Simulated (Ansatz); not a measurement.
Rows from a G0W0 calculation on AlGaAs2 (zincblende [001] superlattice) (Ansatz 0.2.0; G0W0 on PBEsol, plane waves, PAW; 4×4×2 mesh, 815 empty bands, screening to 120 eV), in eV. Spin-orbit coupling is left out.

```csv
row,Σx,Σc,Vxc,Z
A,-6.69,-3.79,-10.57,0.78
B,-5.81,-3.78,-9.69,0.78
C,-6.13,-3.75,-10.00,0.78
D,-16.44,1.14,-14.81,0.77
E,-11.05,-3.59,-15.06,0.78
F,-16.37,1.18,-14.71,0.76
```

Question: Which rows are filled states and which are empty ones, and how can one tell?

Filled: D and F. Empty: A, B, C and E. The sign of Σc tells: for a filled state bare exchange, which holds its interaction with itself, lies below Vxc (Σx − Vxc is -1.6 eV or lower here) and screening gives part back as a positive Σc. For an empty state Σx lies above Vxc (+3.9 eV or more) and the Coulomb hole leaves Σc negative.

[Paths, hosts, dates, memory and timing lines, banners, echoed tables and standing remarks are left out of the program output.]

[Logs are printed without paths, hosts, clocks, repeated set-up lines and the standing remarks that a program may print on its own settings, such as how far it seeks lower states.]

[Runs of the session that timed out or met a known fault of the program may be left out.]

[Cells called generated may have been cut or substituted from an entry of the Crystallography Open Database or the Materials Project.]

[Hosts, paths, dates, database ids (printed as entryN), source tags and the programs' standing remarks are cut or masked in the printed files.]
